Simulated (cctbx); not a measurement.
# Reading a Patterson map

Space group R-3c (no. 167), a = 11.1280 Å, b = 11.1280 Å, c = 12.7170 Å, α = 90.00°, β = 90.00°, γ = 120.00°, content Pt6 Cd18 S36 Mg6.

Simulated single-crystal data (cctbx): Mo Kα, λ = 0.71073 Å, to d = 0.6 Å, 95 % of the full sphere, strongest reflection 20000 counts, noise from counting, a 3 % proportional error and a noise floor of 4 counts (s.d.); no absorption, some extinction.

Patterson synthesis, origin scaled to 1000:

```text
Patterson group R -3 m :H
      u       v       w   height  length (A)
  0.000   0.000   0.000   1000.0     0.00
  0.000   0.000   0.500    498.0     6.36
  0.001   0.364   0.249    250.0     5.14
  0.000   0.364   0.500    158.7     7.54
  0.030   0.061   0.334    135.0     4.28
  0.000   0.000   0.251     90.5     3.19
  0.022   0.175   0.383     62.8     5.21
  0.000   0.274   0.500     61.3     7.05
  0.021   0.174   0.884     59.0     2.35
 -0.006   0.497   0.300     47.6     6.75
  0.055   0.528   0.968     45.9     5.60
  0.016   0.200   0.131     37.6     2.71
  0.057   0.181   0.466     30.8     6.19
  0.022   0.486   0.637     29.6     7.03
```

Q: Assign the vectors.

A peak at u stands for all pairs with xi − xj = u, with weight Σ ZiZj against Σ Z² = 88056 at the origin. Peak heights follow these weights only roughly, since form factors, motion and series ripples differ, all vectors within 0.55 Å of a peak are counted as merged into it though the farther ones add only part of their weight, and F(000) is left out, which lowers the whole map:

| u | v | w | shortest length (Å) | height | 1000 ΣZiZj/ΣZ² | pairs in the cell |
| --- | --- | --- | --- | --- | --- | --- |
| 0.000 | 0.000 | 0.500 | 6.36 | 498 | 424 | 6 × Pt–Pt, 6 × Mg–Mg |
| 0.001 | 0.364 | 0.249 | 3.72 | 250 | 255 | 6 × Pt–Cd |
| 0.000 | 0.364 | 0.500 | 4.14 | 159 | 214 | 6 × Cd–Cd, 6 × Cd–Mg, 6 × S–S |
| 0.030 | 0.061 | 0.334 | 4.29 | 135 | 157 | 6 × Cd–Cd |
| 0.000 | 0.000 | 0.251 | 3.19 | 90 | 180 | 12 × Pt–Mg, 18 × S–S |
| 0.022 | 0.175 | 0.383 | 5.11 | 63 | 98 | 6 × Pt–S, 6 × S–Mg |
| 0.000 | 0.274 | 0.500 | 4.60 | 61 | 78 | 3 × Cd–Cd |
| 0.021 | 0.174 | 0.884 | 2.35 | 59 | 98 | 6 × Pt–S, 6 × S–Mg |
| -0.006 | 0.497 | 0.300 | 3.18 | 48 | 105 | 12 × Cd–S |
| 0.055 | 0.528 | 0.968 | 4.68 | 46 | 105 | 12 × Cd–S |

The table stops at ten peaks or at a height of 45, below which ripples compete. In the model behind the data Pt, the heaviest element, has 1 independent site: (0, 0, 1/2), up to an allowed shift of origin; the Pt–Pt vectors are differences of these positions and their symmetry mates. The whole model:

| atom | mult. | x | y | z | Ueq (Å²) |
| --- | --- | --- | --- | --- | --- |
| Pt1 | 6 | 0 | 0 | 1/2 | 0.0045 |
| Cd1 | 18 | 0.6986 | 0.0320 | 0.4167 | 0.0053 |
| S1 | 36 | 0.1755 | 0.1529 | 0.6163 | 0.0092 |
| Mg1 | 6 | 0 | 0 | 3/4 | 0.0055 |

The model is made up (kin elements in a known structure type, no relaxation), so it says nothing on whether the phase exists.

[Logs are printed without paths, hosts, clocks, repeated set-up lines and the standing remarks that a program may print on its own settings, such as how far it seeks lower states.]
